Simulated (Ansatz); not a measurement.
# How KCl (Sylvite, Fm-3m) expands on warming, part 2 of 4

How much does KCl (Sylvite) expand with temperature?

What experiment has found for this phase:
- volume expansion coefficient 111.3 1e-6/K and heat capacity C_P per formula unit 51.7 J/mol/K near room temperature (given in “High-Throughput Prediction of Finite-Temperature Properties using the Quasi-Harmonic Approximation”, 2016, arXiv:1603.06924)
- volume expansion coefficient 114.9 1e-6/K near room temperature (given in “Descriptors for thermal expansion in solids”, 2017, arXiv:1701.03966)

Ansatz 0.2.0; DFT LDA, scalar-relativistic, plane waves, PAW (the session's first sound run).

So far. Step 2 (Probe on a coarse mesh): The start is under -2.0 GPa at this level and looks like an insulator or semiconductor on this mesh.

### 5. Tight relaxation

The thresholds are tightened for a last relaxation ahead of the phonons, and where mesh or smearing change with them the cell follows.

input.yaml reads:

```yaml
crystal:
  lattice:
    - [0.0, 3.0393353159, 3.0393353159]
    - [3.0393353159, 0.0, 3.0393353159]
    - [3.0393353159, 3.0393353159, 0.0]
  atoms:
    - { symbol: K, position: [0.0, 0.0, 0.0] }
    - { symbol: Cl, position: [0.5, 0.5, 0.5] }
kpoints:
  mp_grid: { grid: [8, 8, 8] }
hamiltonian:
  xc: lda
scf:
  occupations: { method: fixed }
output:
  forces: true
  stress: true
  eigenvalues: true
  write_density: true
  write_potential: true
  elf: true
  volumetric_format: npy
relax:
  adjacent_minimum: "off"
  f_tol: 0.001
  max_steps: 60
  cell: { stress_tol: 0.01 }
```

Launch:

```bash
> ansatz run input.yaml --threads 4 --pin off --max-ram 16384MiB --backend cpu --events-out ev --progress --plain --runs-dir out
```

Numbers of over 12 decimals in the logs are rounded to 6 here.

The log of the run:

```text
[...]
Crystal: 2 atoms, lattice volume = 56.152 Å³
Basis set: ecut = 420 eV, 1067 PW (Γ)
Bands: 12, of which v1, the nominal top of the filled ones, is band 8 counted from 1 (7 counted from 0)
Symmetry: 48 space group operations
[...]
k-points: 29 of 512
[...]
SCF iter   1: F=—  HF=-2544.300519 eV  |F-HF|=—  |Δ(HF+E_count)|=         —  Δρ=6.61e-3  dr2=2.36e-2  ethr=1.77e-3  ⟨swp⟩=4.7  Hψ=1884  notcnv=0  defer=55
[...]
SCF iter   6: F=-2544.291911 eV  HF=-2544.291911 eV  |F-HF|=4.57e-10  |Δ(HF+E_count)|=   1.10e-8  Δρ=1.07e-6  dr2=6.59e-10  ethr=2.39e-10  ⟨swp⟩=6.9  Hψ=2534  notcnv=0
SCF 1 converged in 6 iterations: F = -2544.291911 eV  dr2 = 6.59e-10
[...]
relax step   1: F+E_penalty+E_count = -2544.29191104 eV  Δ(F+E_penalty+E_count) = +0.000e0 eV  max|allowed force component| = 5.193e-30 eV/Å  Δτ_max = 0.0000 Å  P = -0.029 GPa  Ω = 56.152 Å³  (6 SCF iters, dr2 threshold 1.00e-7 eV, accepted)
Crystal: 2 atoms, lattice volume = 56.106 Å³
[...]
SCF iter   4: F=-2544.291918 eV  HF=-2544.291918 eV  |F-HF|=7.28e-12  |Δ(HF+E_count)|=   1.35e-9  Δρ=6.02e-7  dr2=1.82e-10  ethr=1.34e-11  ⟨swp⟩=7.1  Hψ=2162  notcnv=0
SCF 2 converged in 4 iterations: F = -2544.291918 eV  dr2 = 1.82e-10
relax step   2: F+E_penalty+E_count = -2544.29191769 eV  Δ(F+E_penalty+E_count) = -6.651e-6 eV  max|allowed force component| = 3.336e-30 eV/Å  Δτ_max = 0.0000 Å  P = -0.009 GPa  Ω = 56.106 Å³  energy of the carried Pulay correction = +1.067e-6 eV  (4 SCF iters, dr2 threshold 2.15e-9 eV, accepted)
[...]
SCF iter   8: F=-2544.291916 eV  HF=-2544.291916 eV  |F-HF|=4.55e-13  |Δ(HF+E_count)|=  4.55e-13  Δρ=1.51e-8  dr2=1.08e-13  ethr=1.00e-12  ⟨swp⟩=5.5  Hψ=2050  notcnv=0
SCF 3 converged in 8 iterations: F = -2544.291916 eV  dr2 = 1.08e-13
relax step   3: F+E_penalty+E_count = -2544.29191585 eV  Δ(F+E_penalty+E_count) = +1.846e-6 eV  max|allowed force component| = 4.339e-30 eV/Å  Δτ_max = 0.0000 Å  P = -0.009 GPa  Ω = 56.106 Å³  stress off target by 9.40e-3 GPa  SCF on the basis re-selected at this cell (its energy is not comparable with the rows above)  (8 SCF iters)
[...]
SCF converged after 8 iterations
Free energy (F): -2544.291916 eV
[...]
Internal energy: -2544.291916 eV  (E = F + TS)
E sigma→0 (E₀):  -2544.291916 eV
Fermi energy:    1.340232 eV
[...]
--- Stress (GPa, compression-positive) ---
       -0.009401      -0.000000      -0.000000
       -0.000000      -0.009401      -0.000000
       -0.000000      -0.000000      -0.009401
  P = ⅓ Tr σ = -0.0094 GPa (-0.094 kbar)
--- Band table (eV; the first three rows and the last of 29) ---
  k-point 0: bands = [... 4 lower, -8.9729, 1.3402, 1.3402, 1.3402, 6.4507, 9.4389, 9.4389, 9.4389]
  k-point 1: bands = [... 4 lower, -8.9220, 1.0927, 1.2697, 1.2697, 6.8791, 9.3158, 9.6581, 9.6581]
  k-point 2: bands = [... 4 lower, -8.8057, 0.5883, 1.1075, 1.1075, 7.8266, 9.2751, 10.2810, 10.2810]
  k-point 28: bands = [... 4 lower, -8.8526, 0.7086, 0.7826, 0.7826, 9.1542, 9.1542, 10.9023, 11.3846]
--- Relaxed structure (2 steps of the walk, 2 accepted, 1 SCFs on fresh bases) ---
[...]
cell:  # Å, volume = 56.1058 Å³
    - [0.0, 3.038501, 3.038501]
    - [3.038501, 0, 3.038501]
    - [3.038501, 3.038501, 0]
  atoms:
    - { symbol: K, position: [0, 0, 0] }
    - { symbol: Cl, position: [0.5, 0.5, 0.5] }
```

The job ended after 1 s (4 threads of Arm Neoverse V2, shared host; peak memory 0.3 GiB; 3.2 s of CPU time).

Little changed from the start: no atom moved by 0.005 Å and no cell edge by 0.1 %.

This step gave:

```yaml
pressure: -0.009401 GPa
gap_on_the_k_mesh: 5.110 eV
volume_per_atom: 28.05 Å³
```

ELF in the ac plane of the conventional cell at fractional y = 0.000, with atoms of K and Cl within 0.2 Å of it. It is the smooth field of the valence electrons, not physical close to the nuclei.

Values, 9 rows by 16 columns, each cell a mean:
```
0.80 0.85 0.64 0.13 0.27 0.75 0.85 0.75 0.70 0.83 0.83 0.53 0.09 0.40 0.80 0.82
0.41 0.31 0.13 0.03 0.12 0.43 0.61 0.68 0.69 0.65 0.53 0.24 0.03 0.07 0.24 0.38
0.50 0.47 0.36 0.16 0.03 0.04 0.12 0.21 0.24 0.17 0.08 0.02 0.07 0.27 0.43 0.49
0.79 0.84 0.80 0.49 0.07 0.30 0.73 0.83 0.83 0.80 0.53 0.11 0.25 0.72 0.85 0.83
0.47 0.78 0.85 0.56 0.10 0.48 0.85 0.77 0.70 0.84 0.73 0.18 0.29 0.78 0.85 0.61
0.84 0.84 0.76 0.43 0.06 0.22 0.59 0.75 0.77 0.69 0.39 0.07 0.22 0.65 0.81 0.84
0.31 0.28 0.20 0.08 0.02 0.07 0.13 0.18 0.19 0.15 0.10 0.04 0.05 0.16 0.25 0.30
0.61 0.51 0.26 0.05 0.16 0.56 0.75 0.80 0.81 0.78 0.67 0.35 0.05 0.12 0.41 0.58
0.74 0.85 0.69 0.16 0.29 0.77 0.85 0.68 0.55 0.80 0.84 0.55 0.10 0.45 0.84 0.80
```
Columns run along a (6.1 Å), rows up along c (6.1 Å), edges of the conventional cell, whose origin can differ from the input's. Atoms in or near the plane, at fractional coordinates: K at (0.00, 0.00), K at (0.50, 0.50), Cl at (0.50, 0.00), Cl at (0.00, 0.50).

Valence density in the ac plane of the conventional cell at fractional y = 0.000, with atoms of K and Cl within 0.2 Å of it. It is the smooth field of the valence electrons, not physical close to the nuclei.

Ten even steps from '_' (0.0 e/Å³) to '@' (4.2 e/Å³), each cell a mean:
```
@@**::______::--::----..____..==%%
++--________..::----..________..==
..______________....____________..
__________________________________
__________________________________
..______________..______________..
--::..________--++==..________..--
::--::______::**@@%%==______..----
__--::______::##@@@@++..____..--::
----..______..++##**--________::--
::..__________..::::__________..::
__________________________________
__________________________________
__________________________________
::..__________..::::..__________::
##==..______..------::________--**
@@##::______::--__::--..____..++@@
```
Columns run along a (6.1 Å), rows up along c (6.1 Å), edges of the conventional cell, whose origin can differ from the input's. Atoms in or near the plane, at fractional coordinates: K at (0.00, 0.00), K at (0.50, 0.50), Cl at (0.50, 0.00), Cl at (0.00, 0.50).

Electrostatic potential energy in the ac plane of the conventional cell at fractional y = 0.000, with atoms of K and Cl within 0.2 Å of it. With pseudopotentials it is smooth inside the atoms' cores, unlike the true potential.

Values in eV, 9 rows by 16 columns, each cell a mean:
```
-38 -25  -5   4   7   4 -14 -36 -40 -26  -2   6   6   1 -16 -34
 -1   2   5   7   7   7   6   3   2   5   7   8   7   6   3   0
  5   6   7   8   7   6   5   4   3   4   6   7   8   7   7   5
-29 -16   2   7   6   2 -10 -25 -29 -17  -2   5   7   5  -7 -25
-48 -38  -7   6   5  -2 -24 -44 -46 -35 -10   3   6   2 -24 -46
-17  -7   4   7   6   4  -4 -15 -18  -9   1   5   7   6  -1 -14
  6   6   7   8   7   7   6   5   5   6   7   7   8   7   7   6
 -8  -3   3   6   7   7   4  -3  -6   1   6   7   7   5   0  -6
-44 -32  -8   4   6   2 -20 -43 -46 -34  -5   6   5  -1 -21 -41
```
Columns run along a (6.1 Å; values clipped at the 3rd and 97th percentile), rows up along c (6.1 Å), edges of the conventional cell, whose origin can differ from the input's. Atoms in or near the plane, at fractional coordinates: K at (0.00, 0.00), K at (0.50, 0.50), Cl at (0.50, 0.00), Cl at (0.00, 0.50).

The residual pressure is -0.0094 GPa, small enough for phonons.

### 6. The quasi-harmonic study, functional LDA, q-mesh 2×2×2

Thermal expansion follows from how the free energy of the vibrations (and of the electrons in a metal) changes with strain, so the program makes strained cells, their phonons and a fit in one run.

input.yaml, the sections that differ from step 5:

```yaml
crystal:
  lattice:
    - [0.0, 3.0385007308, 3.0385007308]
    - [3.0385007308, 0.0, 3.0385007308]
    - [3.0385007308, 3.0385007308, 0.0]
  atoms:
    - { symbol: K, position: [0.0, 0.0, 0.0] }
    - { symbol: Cl, position: [0.5, 0.5, 0.5] }
output:
  eigenvalues: true
phonons:
  method: dfpt
  qmesh: [2, 2, 2]
  temperatures: { t_max: 800.0, t_step: 50 }
  thermal_expansion: {}
# kpoints, hamiltonian, scf: as in step 5
# relax: removed
```

The log of the run:

```text
[...]
Crystal: 2 atoms, lattice volume = 56.106 Å³
Basis set: ecut = 487.2 eV, 1363 PW (Γ), exchange–correlation on 64×64×64 points (8 copies of the dense FFT grid, shifted against one another)
Bands: 12, of which v1, the nominal top of the filled ones, is band 8 counted from 1 (7 counted from 0)
Symmetry: 48 space group operations
[...]
k-points: 29 of 512
[...]
SCF iter   1: F=—  HF=-2544.300690 eV  |F-HF|=—  |Δ(HF+E_count)|=         —  Δρ=6.68e-3  dr2=2.43e-2  ethr=1.77e-3  ⟨swp⟩=4.9  Hψ=1889  notcnv=0  defer=55
[...]
SCF iter   7: F=-2544.292119 eV  HF=-2544.292119 eV  |F-HF|=9.09e-13  |Δ(HF+E_count)|=  1.30e-10  Δρ=1.33e-7  dr2=3.93e-12  ethr=1.00e-12  ⟨swp⟩=6.7  Hψ=1874  notcnv=0
SCF 1 converged in 7 iterations: F = -2544.292119 eV  dr2 = 3.93e-12
[...]
relax step   1: F+E_penalty+E_count = -2544.29211882 eV  Δ(F+E_penalty+E_count) = +0.000e0 eV  max|allowed force component| = 3.386e-30 eV/Å  Δτ_max = 0.0000 Å  (7 SCF iters, accepted)
SCF converged after 7 iterations
Free energy (F): -2544.292119 eV
[...]
Internal energy: -2544.292119 eV  (E = F + TS)
E sigma→0 (E₀):  -2544.292119 eV
Fermi energy:    1.340245 eV
[...]
--- Stress (GPa, compression-positive) ---
       -0.009386       0.000000      -0.000000
        0.000000      -0.009386       0.000000
        0.000000       0.000000      -0.009386
  P = ⅓ Tr σ = -0.0094 GPa (-0.094 kbar)
--- Band table (eV; the first three rows and the last of 29) ---
  k-point 0: bands = [... 4 lower, -8.9728, 1.3402, 1.3402, 1.3402, 6.4507, 9.4389, 9.4389, 9.4389]
  k-point 1: bands = [... 4 lower, -8.9219, 1.0927, 1.2697, 1.2697, 6.8791, 9.3158, 9.6581, 9.6581]
  k-point 2: bands = [... 4 lower, -8.8056, 0.5883, 1.1076, 1.1076, 7.8266, 9.2751, 10.2810, 10.2810]
  k-point 28: bands = [... 4 lower, -8.8526, 0.7086, 0.7827, 0.7827, 9.1541, 9.1541, 10.9023, 11.3846]
── thermal expansion: 3 new cells, 3 in all ──
thermal expansion: relaxation of cell 2
thermal expansion: relaxation of cell 3
── thermal expansion: 2 new cells, 5 in all ──
thermal expansion: relaxation of cell 4
thermal expansion: lower-state search of cell 4
thermal expansion: phonons of cell 4
thermal expansion: relaxation of cell 5
thermal expansion: phonons of cell 5
── thermal expansion: 8 new cells, 13 in all ──
thermal expansion: relaxation of cell 6
thermal expansion: relaxation of cell 7
thermal expansion: relaxation of cell 8
thermal expansion: relaxation of cell 9
thermal expansion: relaxation of cell 10
thermal expansion: relaxation of cell 11
thermal expansion: relaxation of cell 12
thermal expansion: relaxation of cell 13
thermal expansion: phonons of cell 6
thermal expansion: phonons of cell 7
thermal expansion: phonons of cell 8
thermal expansion: phonons of cell 9
thermal expansion: phonons of cell 10
--- Relaxed structure (1 steps of the walk, 1 accepted, 0 SCFs on fresh bases) ---
  F+E_penalty+E_count = -2544.29211882 eV   max|allowed force component| = 3.386e-30 eV/Å
  atoms:
    - { symbol: K, position: [0.0, 0.0, 0.0] }
    - { symbol: Cl, position: [0.5, 0.5, 0.5] }
--- Thermal expansion: 13 cells in 3 rounds, 0 GPa ---
  no lower state was reached at cell 4
  without vibrations: a 4.29654, b 4.29654, c 4.29654 Å, V 56.0843 Å³, B 24.26 GPa
  at 0 K: a 4.31033, b 4.31033, c 4.31033 Å, V 56.6261 Å³, B 23.47 GPa
  zero-point expansion: a +0.321, b +0.321, c +0.321, V +0.966 %
      T/K        a/Å        b/Å        c/Å       V/Å³ | expansion of a, b, c, V (1e-6/K)   | that of V in the mean from 25 °C | C_P, C_V (J/mol K of the cell) | B_T, B_S (GPa)
     0.00    4.31033    4.31033    4.31033    56.6261 |    0.00    0.00    0.00    0.00 |   72.22 |     0.000     0.000 |    23.47    23.47
   100.00    4.31473    4.31473    4.31473    56.7998 |   23.45   23.45   23.45   70.34 |   93.51 |    38.453    38.067 |    22.83    23.06
   200.00    4.32712    4.32712    4.32712    57.2903 |   32.15   32.15   32.15   96.44 |  102.44 |    47.924    46.542 |    21.54    22.18
   298.15    4.34172    4.34172    4.34172    57.8722 |   36.31   36.31   36.31  108.93 |       - |    50.878    48.391 |    20.17    21.21
   350.00    4.35013    4.35013    4.35013    58.2090 |   38.32   38.32   38.32  114.96 |  112.26 |    51.965    48.817 |    19.41    20.67
   450.00    4.36772    4.36772    4.36772    58.9183 |   42.53   42.53   42.53  127.59 |  119.04 |    53.910    49.263 |    17.88    19.57
   550.00    4.38744    4.38744    4.38744    59.7197 |   47.77   47.77   47.77  143.31 |  126.76 |    56.076    49.487 |    16.22    18.38
   650.00    4.40993    4.40993    4.40993    60.6431 |   54.96   54.96   54.96  164.88 |  136.08 |    58.888    49.616 |    14.37    17.05
   750.00    4.43648    4.43648    4.43648    61.7450 |   65.99   65.99   65.99  197.97 |  148.10 |    63.080    49.696 |    12.24    15.54
   800.00    4.45202    4.45202    4.45202    62.3961 |   74.33   74.33   74.33  222.98 |  155.76 |    66.205    49.725 |    11.03    14.68
  the static fit leaves 0.000 meV an atom of the energies and, of the stresses, 0.000 GPa of each cell's largest along a strain (root mean squares over the cells), whose Pulay part it has at -0.003 GPa
  vibrations' free energy: its fit leaves 0.0002 meV an atom at the most
  the electrons' free energy at temperature is not in it: every band gap is over 0.83 eV
  free energies summed between the sampled wave vectors
  estimated error of the fitted expansion in any direction: up to 0.394e-6/K, at 800 K (an estimate, not a bound: it was exceeded on models of known expansion)
  by sums over the sampled wave vectors an expansion of the volume parts by up to 9.38e-6/K
  by a static energy of one degree less an expansion of the volume parts by up to 1.12e-6/K
  the FFT grids of the static calculations differ: 32 × 32 × 32, 36 × 36 × 36
  band gaps on the cells' k-points are 4.620 to 5.226 eV
```

It took 2 min on 4 threads; peak memory 0.62 GiB.

This step gave:

* pressure: -0.009386 GPa
* volume expansion coefficient at 298 K: 108.9 1e-6/K
* C_P at 298 K: 25.44 J/mol-atom/K
* entropy at 298 K: 40.34 J/mol-atom/K
* isothermal bulk modulus at 298 K: 20.17 GPa
* Grüneisen parameter at 298 K: 1.582
* volume at 298 K: 28.94 Å³/atom
* principal linear expansion coefficients at 298 K: 36.31, 36.31, 36.31 1e-6/K

Strained cells of the study; zero-point energy where phonons were solved; the pressures are stresses at a fixed cutoff and can carry an offset from the finite basis. Expansion cells, by row:

| cell | \|a\| (Å) | \|b\| (Å) | \|c\| (Å) | V (Å³/atom) | E - E_lowest (meV/atom) | pressure, compression positive (GPa) | gap (eV) | zero-point energy (meV/atom) |
| --- | --- | --- | --- | --- | --- | --- | --- | --- |
| 1 | 4.297 | 4.297 | 4.297 | 28.05 | 0 | -0.012 | 5.11 | - |
| 2 | 4.331 | 4.331 | 4.331 | 28.73 | 1.223 | -0.557 | 5.022 | - |
| 3 | 4.263 | 4.263 | 4.263 | 27.39 | 1.202 | 0.602 | 5.202 | - |
| 4 | 4.297 | 4.297 | 4.297 | 28.05 | 0 | -0.01 | 5.111 | 23.59 |
| 5 | 4.318 | 4.318 | 4.318 | 28.47 | 0.486 | -0.359 | 5.055 | 22.99 |
| 6 | 4.331 | 4.331 | 4.331 | 28.73 | 1.211 | -0.555 | 5.022 | 22.63 |
| 7 | 4.366 | 4.366 | 4.366 | 29.42 | 4.672 | -1.036 | 4.937 | 21.68 |
| 8 | 4.401 | 4.401 | 4.401 | 30.13 | 10.22 | -1.46 | 4.854 | 20.75 |
| 9 | 4.436 | 4.436 | 4.436 | 30.86 | 17.72 | -1.831 | 4.774 | 19.82 |
| 10 | 4.471 | 4.471 | 4.471 | 31.61 | 27 | -2.154 | 4.696 | 18.91 |
| 11 | 4.254 | 4.254 | 4.254 | 27.22 | 1.922 | 0.771 | 5.226 | - |
| 12 | 4.276 | 4.276 | 4.276 | 27.63 | 0.464 | 0.366 | 5.168 | - |
| 13 | 4.507 | 4.507 | 4.507 | 32.37 | 37.96 | -2.434 | 4.62 | - |

Quasi-harmonic; a, b, c are the run's own cell vectors. Expansion, by row:

| T (K) | a (Å) | b (Å) | c (Å) | alpha (deg) | beta (deg) | gamma (deg) | cell volume (Å³/cell) | alpha_a (1e-6/K) | alpha_b (1e-6/K) | alpha_c (1e-6/K) | alpha_V (1e-6/K) | C_P (J/mol-atom/K) | C_V (J/mol-atom/K) | S (J/mol-atom/K) | B_T (GPa) | B_S (GPa) | Grueneisen | extrapolation | fit error (1e-6/K) |
| --- | --- | --- | --- | --- | --- | --- | --- | --- | --- | --- | --- | --- | --- | --- | --- | --- | --- | --- | --- |
| 0 | 4.31 | 4.31 | 4.31 | 60 | 60 | 60 | 56.63 | 0 | 0 | 0 | 0 | 0 | 0 | 0 | 23.47 | 23.47 | - | 0 | 0 |
| 50 | 4.311 | 4.311 | 4.311 | 60 | 60 | 60 | 56.65 | 9.93 | 9.93 | 9.93 | 29.79 | 10.13 | 10.11 | 4.903 | 23.35 | 23.39 | 1.174 | 0 | 0 |
| 100 | 4.315 | 4.315 | 4.315 | 60 | 60 | 60 | 56.8 | 23.45 | 23.45 | 23.45 | 70.34 | 19.23 | 19.03 | 15.26 | 22.83 | 23.06 | 1.443 | 0 | 0.01 |
| 150 | 4.32 | 4.32 | 4.32 | 60 | 60 | 60 | 57.03 | 29.06 | 29.06 | 29.06 | 87.19 | 22.48 | 22.05 | 23.77 | 22.2 | 22.64 | 1.508 | 0 | 0.01 |
| 200 | 4.327 | 4.327 | 4.327 | 60 | 60 | 60 | 57.29 | 32.15 | 32.15 | 32.15 | 96.44 | 23.96 | 23.27 | 30.46 | 21.54 | 22.18 | 1.54 | 0 | 0.02 |
| 250 | 4.334 | 4.334 | 4.334 | 60 | 60 | 60 | 57.58 | 34.4 | 34.4 | 34.4 | 103.2 | 24.83 | 23.87 | 35.91 | 20.85 | 21.69 | 1.563 | 0 | 0.03 |
| 298.1 | 4.342 | 4.342 | 4.342 | 60 | 60 | 60 | 57.87 | 36.31 | 36.31 | 36.31 | 108.9 | 25.44 | 24.2 | 40.34 | 20.17 | 21.21 | 1.582 | 0 | 0.04 |
| 300 | 4.342 | 4.342 | 4.342 | 60 | 60 | 60 | 57.88 | 36.38 | 36.38 | 36.38 | 109.2 | 25.46 | 24.2 | 40.5 | 20.14 | 21.19 | 1.583 | 0 | 0.04 |
| 350 | 4.35 | 4.35 | 4.35 | 60 | 60 | 60 | 58.21 | 38.32 | 38.32 | 38.32 | 115 | 25.98 | 24.41 | 44.46 | 19.41 | 20.67 | 1.603 | 0 | 0.05 |
| 400 | 4.359 | 4.359 | 4.359 | 60 | 60 | 60 | 58.55 | 40.34 | 40.34 | 40.34 | 121 | 26.47 | 24.54 | 47.96 | 18.66 | 20.13 | 1.623 | 0 | 0.06 |
| 450 | 4.368 | 4.368 | 4.368 | 60 | 60 | 60 | 58.92 | 42.53 | 42.53 | 42.53 | 127.6 | 26.95 | 24.63 | 51.11 | 17.88 | 19.57 | 1.643 | 0 | 0.08 |
| 500 | 4.377 | 4.377 | 4.377 | 60 | 60 | 60 | 59.31 | 44.98 | 44.98 | 44.98 | 134.9 | 27.47 | 24.7 | 53.97 | 17.07 | 18.99 | 1.665 | 0 | 0.08 |
| 550 | 4.387 | 4.387 | 4.387 | 60 | 60 | 60 | 59.72 | 47.77 | 47.77 | 47.77 | 143.3 | 28.04 | 24.74 | 56.62 | 16.22 | 18.38 | 1.689 | 0 | 0.09 |
| 600 | 4.398 | 4.398 | 4.398 | 60 | 60 | 60 | 60.16 | 51.04 | 51.04 | 51.04 | 153.1 | 28.68 | 24.78 | 59.09 | 15.32 | 17.73 | 1.715 | 0 | 0.11 |
| 650 | 4.41 | 4.41 | 4.41 | 60 | 60 | 60 | 60.64 | 54.96 | 54.96 | 54.96 | 164.9 | 29.44 | 24.81 | 61.41 | 14.37 | 17.05 | 1.744 | 0 | 0.12 |
| 700 | 4.423 | 4.423 | 4.423 | 60 | 60 | 60 | 61.17 | 59.8 | 59.8 | 59.8 | 179.4 | 30.37 | 24.83 | 63.62 | 13.35 | 16.33 | 1.776 | 0 | 0.13 |
| 750 | 4.436 | 4.436 | 4.436 | 60 | 60 | 60 | 61.74 | 65.99 | 65.99 | 65.99 | 198 | 31.54 | 24.85 | 65.76 | 12.24 | 15.54 | 1.814 | 0 | 0.09 |
| 800 | 4.452 | 4.452 | 4.452 | 60 | 60 | 60 | 62.4 | 74.33 | 74.33 | 74.33 | 223 | 33.1 | 24.86 | 67.84 | 11.03 | 14.68 | 1.858 | 0 | 0.39 |

The expansion coefficient by temperature; values in 1e-6/K:

```
temperature (K)  volume  principal 1
              0       0            0
             50    29.8         9.93
            100    70.3         23.4
            150    87.2         29.1
            200    96.4         32.1
            250     103         34.4
            298     109         36.3
            300     109         36.4
            350     115         38.3
            400     121         40.3
            450     128         42.5
            500     135         45.0
            550     143         47.8
            600     153         51.0
            650     165         55.0
            700     179         59.8
            750     198         66.0
            800     223         74.3
```

At 298 K the volume expansion is 109 × 10⁻⁶/K and B_T is 20.2 GPa. The program raised the cutoff to 487.2 eV by itself: with no cutoff typed, the study takes about 1.16 times the default for its relaxations and scales it with the volume for the phonons.

(Continued in part 3 of 4.)

[Logs are printed without paths, hosts, clocks, repeated set-up lines and the standing remarks that a program may print on its own settings, such as how far it seeks lower states.]

[Hosts, paths, dates, database ids (printed as entryN), source tags and the programs' standing remarks are cut or masked in the printed files.]

[A step with changed settings may run another functional than the one named; its input shows which.]
